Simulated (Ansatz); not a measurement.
# Work function of Be(0001): what the settings cost and change, part 2 of 2

Aim: the numerical settings behind the work function of Be(0001), with the cost of each.

Ansatz 0.2.0; plane-wave DFT, PBE, Ansatz PAW.

So far. Step 8 (Slab): The work function is 5.239 eV, -0.081 eV from the run “cutoff 420 eV”, at 0.54 times its CPU time. Step 9 (Run): The work function is 5.314 eV, -0.005 eV from the run “cutoff 420 eV”, at 2.1 times its CPU time.

### 10. Run

File input.yaml:

```yaml
crystal:
  lattice:
    - [2.29, 0.0, 0.0]
    - [1.145, 1.9831981747, 0.0]
    - [0.0, 0.0, 28.76529]
  atoms:
    - { symbol: Be, position: [0.0, 0.0, 0.3128770821] }
    - { symbol: Be, position: [0.6666666667, 0.6666666667, 0.375251388] }
    - { symbol: Be, position: [0.0, 0.0, 0.437625694] }
    - { symbol: Be, position: [0.6666666667, 0.6666666667, 0.5] }
    - { symbol: Be, position: [0.0, 0.0, 0.562374306] }
    - { symbol: Be, position: [0.6666666667, 0.6666666667, 0.624748612] }
    - { symbol: Be, position: [0.0, 0.0, 0.6871229179] }
kpoints:
  mp_grid: { grid: [20, 20, 1] }
hamiltonian:
  xc: pbe
scf:
  occupations: { method: gaussian, width: 0.05 }
  convergence: { dr2_threshold: 1.0e-09 }
efield:
  axis: 3
  dipole_correction: true
  ramp_position: 0.97
  ramp_width: 0.06
output:
  write_potential: true
  write_density: true
  volumetric_format: npy
```

Started as:

```
$ ansatz run input.yaml --threads 2 --pin off --max-ram 3072MiB --backend cpu --events-out ev --progress --plain --runs-dir out
```

Numbers of over 12 decimals in the logs are rounded to 6 here.

Output:

```text
[...]
Crystal: 7 atoms, lattice volume = 130.638 Å³
Basis set: ecut = 420 eV, 2521 PW (Γ)
Bands: 14, of which v1, the nominal top of the filled ones, is band 7 counted from 1 (6 counted from 0)
Symmetry: 6 space group operations
k-points: 44 of 400 (time reversal used)
[...]
k-point 1: bands = [... 3 lower, -7.8000, -6.4353, -4.9109, -2.3409, -2.0229, 2.8908, 4.5971, 5.2344, ... 3 higher]
  k-point 2: bands = [... 3 lower, -7.5827, -6.2127, -4.6738, -2.1106, -1.7664, 2.9985, 4.7908, 5.4974, ... 3 higher]
  k-point 43: bands = [... 3 lower, -0.7225, -0.7210, 0.0252, 0.0752, 0.2372, 0.8969, 1.2325, 1.7547, ... 3 higher]
[key lines of the parts left out:]
SCF converged after 7 iterations
Free energy (F): -648.299231 eV
Fermi energy:    0.244154 eV
Dipole field:    D = 0.000000 V/Å  (p = 0.000000 e·Å, saw-weighted, corrected)
Work function:   Φ+ = 5.3727 eV   Φ− = 5.3727 eV
```

Elapsed: 15 s, on 2 threads of Arm Neoverse N1, shared host; peak memory 0.36 GiB.

The work function is 5.373 eV, +0.053 eV from the run “cutoff 420 eV”, at 0.98 times its CPU time.

### 11. Slab

input.yaml, as its differences from that of step 10:

```diff
@@ -18,3 +18,3 @@
 scf:
-  occupations: { method: gaussian, width: 0.05 }
+  occupations: { method: methfessel_paxton, width: 0.2 }
   convergence: { dr2_threshold: 1.0e-09 }
```

Output:

```text
[...]
Crystal: 7 atoms, lattice volume = 130.638 Å³
Basis set: ecut = 420 eV, 2521 PW (Γ)
Bands: 14, of which v1, the nominal top of the filled ones, is band 7 counted from 1 (6 counted from 0)
Symmetry: 6 space group operations
k-points: 44 of 400 (time reversal used)
[...]
k-point 1: bands = [... 3 lower, -7.7935, -6.4289, -4.9069, -2.3372, -2.0191, 2.8937, 4.5974, 5.2307, ... 3 higher]
  k-point 2: bands = [... 3 lower, -7.5762, -6.2062, -4.6697, -2.1068, -1.7626, 3.0014, 4.7915, 5.4938, ... 3 higher]
  k-point 43: bands = [... 3 lower, -0.7155, -0.7150, 0.0336, 0.0830, 0.2402, 0.9045, 1.2416, 1.7619, ... 3 higher]
[key lines of the parts left out:]
SCF converged after 7 iterations
Free energy (F): -648.298812 eV
Fermi energy:    0.267694 eV
Dipole field:    D = 0.000001 V/Å  (p = 0.000001 e·Å, saw-weighted, corrected)
Work function:   Φ+ = 5.3447 eV   Φ− = 5.3448 eV
```

It took 15 s on 2 threads; peak memory 0.36 GiB.

The work function is 5.345 eV, +0.025 eV from the run “cutoff 420 eV”, at 0.98 times its CPU time.

### 12. Run

input.yaml, as its differences from that of step 11:

```diff
@@ -18,3 +18,3 @@
 scf:
-  occupations: { method: methfessel_paxton, width: 0.2 }
+  occupations: { method: fermi_dirac, width: 0.3 }
   convergence: { dr2_threshold: 1.0e-09 }
```

Output:

```text
band count auto-derived: 16 (N_el = 14.0; filled up to band 7; 14 by the electrons, moments and atoms)
[...]
Crystal: 7 atoms, lattice volume = 130.638 Å³
Basis set: ecut = 420 eV, 2521 PW (Γ)
Bands: 16, of which v1, the nominal top of the filled ones, is band 7 counted from 1 (6 counted from 0)
Symmetry: 6 space group operations
[...]
k-point 1: bands = [... 3 lower, -7.7752, -6.4085, -4.8768, -2.3423, -2.0213, 2.9224, 4.5943, 5.2181, ... 5 higher]
  k-point 2: bands = [... 3 lower, -7.5580, -6.1860, -4.6401, -2.1113, -1.7642, 3.0302, 4.7901, 5.4813, ... 5 higher]
  k-point 43: bands = [... 3 lower, -0.6890, -0.6791, 0.0508, 0.0999, 0.2750, 0.9128, 1.2414, 1.7710, ... 5 higher]
[key lines of the parts left out:]
SCF converged after 7 iterations
Free energy (F): -648.493212 eV
Fermi energy:    0.355935 eV
Dipole field:    D = -0.000000 V/Å  (p = -0.000000 e·Å, saw-weighted, corrected)
Work function:   Φ+ = 5.2388 eV   Φ− = 5.2388 eV
```

Elapsed: 17 s, on 2 threads; peak memory 0.37 GiB; 29 s of CPU time.

The work function is 5.239 eV, -0.081 eV from the run “cutoff 420 eV”, at 1.1 times its CPU time.

### 13. Run

input.yaml, as its differences from that of step 12:

```diff
@@ -18,3 +18,3 @@
 scf:
-  occupations: { method: fermi_dirac, width: 0.3 }
+  occupations: { method: cold, width: 0.1 }
   convergence: { dr2_threshold: 1.0e-09 }
```

Output:

```text
[...]
Crystal: 7 atoms, lattice volume = 130.638 Å³
Basis set: ecut = 420 eV, 2521 PW (Γ)
Bands: 14, of which v1, the nominal top of the filled ones, is band 7 counted from 1 (6 counted from 0)
Symmetry: 6 space group operations
k-points: 44 of 400 (time reversal used)
[...]
k-point 1: bands = [... 3 lower, -7.7989, -6.4341, -4.9118, -2.3389, -2.0211, 2.8897, 4.5977, 5.2339, ... 3 higher]
  k-point 2: bands = [... 3 lower, -7.5817, -6.2115, -4.6747, -2.1085, -1.7646, 2.9974, 4.7915, 5.4969, ... 3 higher]
  k-point 43: bands = [... 3 lower, -0.7208, -0.7207, 0.0280, 0.0774, 0.2349, 0.8993, 1.2360, 1.7568, ... 3 higher]
[key lines of the parts left out:]
SCF converged after 7 iterations
Free energy (F): -648.297822 eV
Fermi energy:    0.252417 eV
Dipole field:    D = -0.000001 V/Å  (p = -0.000001 e·Å, saw-weighted, corrected)
Work function:   Φ+ = 5.3639 eV   Φ− = 5.3639 eV
```

The job ended after 15 s (2 threads; peak memory 0.36 GiB; 27 s of CPU time).

The work function is 5.364 eV, +0.044 eV from the run “cutoff 420 eV”, at 1.0 times its CPU time.

### 14. Comparing the runs

Times are for 2 threads of Arm Neoverse N1, shared host. The runs compared:

| no. | setting | work function, upper face (eV) | time | memory (GiB) |
| --- | --- | --- | --- | --- |
| 1 | cutoff 200 eV | 5.320 | 7.3 s | 0.31 |
| 2 | cutoff 300 eV | 5.320 | 9.3 s | 0.31 |
| 3 | cutoff 420 eV | 5.319 | 15 s | 0.36 |
| 4 | cutoff 600 eV | 5.320 | 21 s | 0.45 |
| 5 | mesh 3x3 | 4.604 | 3.3 s | 0.28 |
| 6 | mesh 7x7 | 5.291 | 4.4 s | 0.29 |
| 7 | mesh 13x13 | 5.239 | 9.1 s | 0.31 |
| 8 | mesh 30x30 | 5.314 | 32 s | 0.45 |
| 9 | Gaussian smearing 0.05 eV | 5.373 | 15 s | 0.36 |
| 10 | methfessel_paxton smearing 0.2 eV | 5.345 | 15 s | 0.36 |
| 11 | fermi_dirac smearing 0.3 eV | 5.239 | 17 s | 0.37 |
| 12 | cold smearing 0.1 eV | 5.364 | 15 s | 0.36 |

### 15. A changed input

An input spoilt on purpose, to show how the run answers: it repeats the earlier run “cutoff 200 eV” with efield.amplitude to 0 and efield.dipole_correction from true to false, and scf.max_iter set to 80; its output block differs too.

input.yaml, as its differences from that of step 13:

```diff
@@ -18,9 +18,13 @@
 scf:
-  occupations: { method: cold, width: 0.1 }
+  occupations: { method: fermi_dirac, width: 0.1 }
   convergence: { dr2_threshold: 1.0e-09 }
+  max_iter: 80
 efield:
   axis: 3
-  dipole_correction: true
+  dipole_correction: false
   ramp_position: 0.97
   ramp_width: 0.06
+  amplitude: 0
+basis:
+  ecutwfc: "200 eV"
 output:
```

Output:

```text
Error: invalid value for `efield.amplitude`: is zero with dipole_correction: false — the section would apply nothing; set a non-zero amplitude, enable dipole_correction, or remove the block
```

Run time: 0.02 s. Hardware: 2 threads; peak memory 0.06 GiB.

The input was rejected at the start.

The program's message: “Error: invalid value for `efield.amplitude`: is zero with dipole_correction: false — the section would apply nothing; set a non-zero amplitude, enable dipole_correction, or remove the block”

The fault put into the input: a field block that applies nothing.

### 16. Outcome

```json
{
  "work function, cutoff 420 eV": "5.319 eV",
  "work function, cutoff 600 eV": "5.320 eV",
  "work function, mesh 3x3": "4.604 eV",
  "work function, Gaussian smearing 0.05 eV": "5.373 eV"
}
```

The run at the highest cutoff gives 5.32 eV, and the settings tried spread the value from 4.60 to 5.37 eV. Against 600 eV, a cutoff of 200 eV is off by +0.000 eV. Against 600 eV, a cutoff of 420 eV is off by -0.000 eV. Against the finest mesh, 30 points along a, the coarser ones are off by -0.71 (3), -0.02 (7) and -0.08 (13) eV. The smearing schemes and widths spread it over 0.13 eV. The ladder's slabs use the tabulated experimental lattice constant (two decimals; a low-temperature value for the alkali metals).

[Logs are printed without paths, hosts, clocks, repeated set-up lines and the standing remarks that a program may print on its own settings, such as how far it seeks lower states.]

[Hosts, paths, dates, database ids (printed as entryN), source tags and the programs' standing remarks are cut or masked in the printed files.]

[Maps of the electrostatic potential energy from Ansatz leave out the sawtooth potential of an applied field or a dipole correction, so their vacuum need not be flat; planar profiles and work functions include it.]
